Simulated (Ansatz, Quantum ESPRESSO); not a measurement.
# Al(111) with five reversed steps (a twin lamella): ballistic transmission, part 3 of 4

How well does the junction conduct in the ballistic limit? It is: Al(111) with five reversed steps (a twin lamella).

Quantum ESPRESSO 7.5; plane-wave DFT, PBEsol, GBRV ultrasoft pseudopotentials; cross-check by Ansatz 0.2.0 with PAW datasets.

So far. Step 2 (SCF with pw.x): The run needed 35 iterations to bring the estimated error under 1e-07 Ry; the largest force on any atom, held or free, is 0.03 eV/Å. Step 3 (Transmission with pwcond.x): At no point does T exceed the number of channels.

## (4) Transmission with pwcond.x, with ewind = 1.0

Level of this step: transmission by pwcond, lead and junction from one cell; plane-wave DFT, PBEsol, GBRV ultrasoft pseudopotentials (Quantum ESPRESSO).

A sensitivity test on the input.

File cond.w.in:

```
&inputcond
  outdir = './out'
  prefixt = 'scf'
  tran_file = 'cond.w.dat'
  bdl = 2.4494897419
  bds = 20.4124145238
  ikind = 1
  ewind = 1.0
  epsproj = 1e-05
  nz1 = 7
  energy0 = 0.4
  denergy = -0.4
/
19
  0.00000000 0.00000000 0.00694444
  0.00000000 0.08333333 0.04166667
  0.00000000 0.16666667 0.04166667
  0.00000000 0.25000000 0.04166667
  0.00000000 0.33333333 0.04166667
  0.00000000 0.41666667 0.04166667
  0.00000000 0.50000000 0.02083333
  0.08333333 0.16666667 0.04166667
  0.08333333 0.25000000 0.08333333
  0.08333333 0.33333333 0.08333333
  0.08333333 0.41666667 0.08333333
  0.08333333 0.50000000 0.08333333
  0.16666667 0.33333333 0.04166667
  0.16666667 0.41666667 0.08333333
  0.16666667 0.50000000 0.08333333
  0.16666667 0.58333333 0.04166667
  0.25000000 0.50000000 0.04166667
  0.25000000 0.58333333 0.08333333
  0.33333333 0.66666667 0.01388889
3
```

On the command line:

```sh
> OMP_NUM_THREADS=1 mpirun -n 2 pwcond.x -in cond.w.in > cond.w.out
```

Output:

```text
[banner, memory and clock lines left out]
Program PWCOND v.7.5 starts
[citation notice left out]

[...]
./out/scf.save/

     IMPORTANT: XC functional enforced from input :
     Exchange-correlation= PBESOL
                           (   1   4  10   8   0   0   0)
     Any further DFT definition will be discarded
     Please, verify this is what you really want

     Reading collected, re-writing distributed wavefunctions

===== INPUT FILE containing all the regions =====

     GEOMETRY:

     lattice parameter (alat)  =       5.3984  a.u.
     the volume                =    2781.1263 (a.u.)^3
     the cross section         =      25.2384 (a.u.)^2
     l of the unit cell        =      20.4124 (alat)
     number of atoms/cell      =           25
     number of atomic types    =            1

     crystal axes: (cart. coord. in units of alat)
               a(1) = (  1.0000  0.0000  0.0000 )
               a(2) = (  0.5000  0.8660  0.0000 )
               a(3) = (  0.0000  0.0000 20.4124 )

   Cartesian axes

     site n.     atom                  positions (alat units)
          1        Al     tau(  1)=(  0.0000  0.0000 20.4124  )
          2        Al     tau(  2)=(  0.5000  0.2887  0.8165  )
          3        Al     tau(  3)=(  1.0000  0.5774  1.6330  )
          4        Al     tau(  4)=(  0.0000  0.0000  2.4495  )
          5        Al     tau(  5)=(  0.5000  0.2887  3.2660  )
          6        Al     tau(  6)=(  1.0000  0.5774  4.0825  )
          7        Al     tau(  7)=(  0.0000  0.0000  4.8990  )
          8        Al     tau(  8)=(  0.5000  0.2887  5.7155  )
          9        Al     tau(  9)=(  1.0000  0.5774  6.5320  )
         10        Al     tau( 10)=(  0.5000  0.2887  7.3485  )
         11        Al     tau( 11)=(  0.0000  0.0000  8.1650  )
         12        Al     tau( 12)=(  1.0000  0.5774  8.9815  )
         13        Al     tau( 13)=(  0.5000  0.2887  9.7980  )
         14        Al     tau( 14)=(  0.0000  0.0000 10.6145  )
         15        Al     tau( 15)=(  0.5000  0.2887 11.4310  )
         16        Al     tau( 16)=(  1.0000  0.5774 12.2474  )
         17        Al     tau( 17)=(  0.0000  0.0000 13.0639  )
         18        Al     tau( 18)=(  0.5000  0.2887 13.8804  )
         19        Al     tau( 19)=(  1.0000  0.5774 14.6969  )
         20        Al     tau( 20)=(  0.0000  0.0000 15.5134  )
         21        Al     tau( 21)=(  0.5000  0.2887 16.3299  )
         22        Al     tau( 22)=(  1.0000  0.5774 17.1464  )
         23        Al     tau( 23)=(  0.0000  0.0000 17.9629  )
         24        Al     tau( 24)=(  0.5000  0.2887 18.7794  )
         25        Al     tau( 25)=(  1.0000  0.5774 19.5959  )

     nr1s                      =           24
     nr2s                      =           24
     nr3s                      =          450
     nr1sx                     =           24
     nr2sx                     =           24
     nr3sx                     =          450
     nr1                       =           25
     nr2                       =           25
     nr3                       =          500
     nr1x                      =           25
     nr2x                      =           25
     nr3x                      =          500

 _______________________________
  Radii of nonlocal spheres:

     type       ibeta     ang. mom.          radius (alat units)
       Al         1         0                    0.3554
       Al         2         1                    0.3554
       Al         3         2                    0.3554
----- General information -----

--- T calc. with identical leads (ikind=1) ---

     nrx                       =           24
     nry                       =           24
     nz1                       =            7

     energy0               =         4.0E-01
     denergy               =        -4.0E-01
     nenergy               =          3
     ecut2d                =         4.0E+01
     ewind                 =         1.0E+00
     epsproj               =         1.0E-05

     number of k_|| points=   19
                       cryst. coord.
        k(    1) = (   0.0000000   0.0000000), wk =   0.0069444
        k(    2) = (   0.0000000   0.0833333), wk =   0.0416667
[...]
k(   19) = (   0.3333333   0.6666667), wk =   0.0138889
----- Information about left/right lead -----

     nocros                   =            9
     noins                    =           18
     norb                     =           36
     norbf                    =          207
     nrz                      =           54

      iorb      type   ibeta   ang. mom.   m       position (alat)
        1        1       1        0        1   taunew(   1)=(  0.0000  0.0000  0.0000)
        2        1       2        1        1   taunew(   2)=(  0.0000  0.0000  0.0000)
[...]
36        1       3        2        5   taunew(  36)=(  0.0000  0.0000  2.4495)
    k slab    z(k)  z(k+1)     crossing(iorb=1,norb)
    1   0.0000 0.0454 0.0454   111111111000000000000000000000000000
    2   0.0454 0.0907 0.0454   111111111000000000000000000000000000
[...]
54   2.4041 2.4495 0.0454   000000000000000000000000000111111111
----- Information about scattering region -----

     noins                    =          189
     norb                     =          207
     norbf                    =          207
     nrz                      =          396

      iorb      type   ibeta   ang. mom.   m       position (alat)
        1        1       1        0        1   taunew(   1)=(  0.0000  0.0000  0.0000)
        2        1       2        1        1   taunew(   2)=(  0.0000  0.0000  0.0000)
[...]
207        1       3        2        5   taunew( 207)=(  0.0000  0.0000 17.9629)
 ngper, shell number =           85          11
 ngper, n2d =           85          49
---  E-Ef =    0.4000000  k =    0.0000000   0.0000000
---  ie =          1  ik =          1
 Nchannels of the left tip =            1
 Right moving states:
   k1(2pi/a)   k2(2pi/a)   E-Ef (eV)
   0.0028380   0.0000002   0.4000000
 Left moving states:
   k1(2pi/a)   k2(2pi/a)   E-Ef (eV)
  -0.0028381   0.0000002   0.4000000

 to transmit
 Band j to band i transmissions and reflections:
    j         i     |T_ij|^2    |R_ij|^2

    1 -->     1     0.99988     0.00012
   Total T_j, R_j =    0.99988  0.00012

E-Ef(ev), T(x2 spins) =    0.4000000   1.9997550
---  E-Ef =    0.0000000  k =    0.0000000   0.0000000
---  ie =          2  ik =          1
 Nchannels of the left tip =            1
 Right moving states:
   k1(2pi/a)   k2(2pi/a)   E-Ef (eV)
  -0.0330778   0.0000002   0.0000000
 Left moving states:
   k1(2pi/a)   k2(2pi/a)   E-Ef (eV)
   0.0330778   0.0000002   0.0000000

 to transmit
 Band j to band i transmissions and reflections:
    j         i     |T_ij|^2    |R_ij|^2

    1 -->     1     1.00000     0.00000
   Total T_j, R_j =    1.00000  0.00000

E-Ef(ev), T(x2 spins) =    0.0000000   1.9999984
---  E-Ef =   -0.4000000  k =    0.0000000   0.0000000
---  ie =          3  ik =          1
 Nchannels of the left tip =            1
 Right moving states:
   k1(2pi/a)   k2(2pi/a)   E-Ef (eV)
  -0.0695538   0.0000003  -0.4000000
 Left moving states:
   k1(2pi/a)   k2(2pi/a)   E-Ef (eV)
   0.0695538   0.0000003  -0.4000000

 to transmit
 Band j to band i transmissions and reflections:
    j         i     |T_ij|^2    |R_ij|^2

    1 -->     1     1.00000     0.00000
   Total T_j, R_j =    1.00000  0.00000

E-Ef(ev), T(x2 spins) =   -0.4000000   1.9999998
 ngper, shell number =           85          47
 ngper, n2d =           85          49
[... further energies and points left out ...]
---  E-Ef =    0.4000000  k =    0.3333333   0.6666667
---  ie =          1  ik =         19
 Nchannels of the left tip =            3
 Right moving states:
   k1(2pi/a)   k2(2pi/a)   E-Ef (eV)
   0.0781868   0.0000003   0.4000000
   0.0783060   0.0000006   0.4000000
   0.0783733   0.0000003   0.4000000
 Left moving states:
   k1(2pi/a)   k2(2pi/a)   E-Ef (eV)
  -0.0781867   0.0000003   0.4000000
  -0.0783059   0.0000006   0.4000000
  -0.0783733   0.0000003   0.4000000

 to transmit
 Band j to band i transmissions and reflections:
    j         i     |T_ij|^2    |R_ij|^2

    1 -->     1     0.32008     0.67929
    1 -->     2     0.00000     0.00059
    1 -->     3     0.00001     0.00004
   Total T_j, R_j =    0.32009  0.67991

    2 -->     1     0.00000     0.00059
    2 -->     2     0.31920     0.68010
    2 -->     3     0.00004     0.00007
   Total T_j, R_j =    0.31924  0.68076

    3 -->     1     0.00001     0.00004
    3 -->     2     0.00004     0.00005
    3 -->     3     0.16185     0.83800
   Total T_j, R_j =    0.16190  0.83810

E-Ef(ev), T(x2 spins) =    0.4000000   1.6024736
---  E-Ef =    0.0000000  k =    0.3333333   0.6666667
---  ie =          2  ik =         19
 Nchannels of the left tip =            0
 Right moving states:
   k1(2pi/a)   k2(2pi/a)   E-Ef (eV)
 Left moving states:
   k1(2pi/a)   k2(2pi/a)   E-Ef (eV)

 to transmit
          E-Ef(ev), T =    0.0000000   0.0000000
---  E-Ef =   -0.4000000  k =    0.3333333   0.6666667
---  ie =          3  ik =         19
 Nchannels of the left tip =            0
 Right moving states:
   k1(2pi/a)   k2(2pi/a)   E-Ef (eV)
 Left moving states:
   k1(2pi/a)   k2(2pi/a)   E-Ef (eV)

 to transmit
          E-Ef(ev), T =   -0.4000000   0.0000000
   T_tot     0.40000      0.24030E+01
   T_tot     0.00000      0.20264E+01
   T_tot    -0.40000      0.19107E+01

[...]
```

The job ended after 2.5 min (2 MPI ranks of Arm Neoverse N1, shared host; peak memory 0.14 GiB; 5.1 min of CPU time).

The changed values were drawn from a wide range, not chosen for quality; the comparison shows what they did here together.

Beside the run it was changed from:

```csv
quantity,this run,unchanged run,difference
"transmission at the Fermi level, one spin",1.013,1.013,-2.7e-4
"lead channels at the Fermi level, one spin",1.257,1.257,0
wall time (s),152,244,
```

Over all energies T moves by up to 2.7e-4, at 0 eV.

The physical values in this table stay within 0.05 %.

(Part 3 of 4 ends here.)

[Logs are printed without paths, hosts, clocks, repeated set-up lines and the standing remarks that a program may print on its own settings, such as how far it seeks lower states.]

[Hosts, paths, dates, database ids (printed as entryN), source tags and the programs' standing remarks are cut or masked in the printed files.]

[Maps of the electrostatic potential energy from Ansatz leave out the sawtooth potential of an applied field or a dipole correction, so their vacuum need not be flat; planar profiles and work functions include it.]
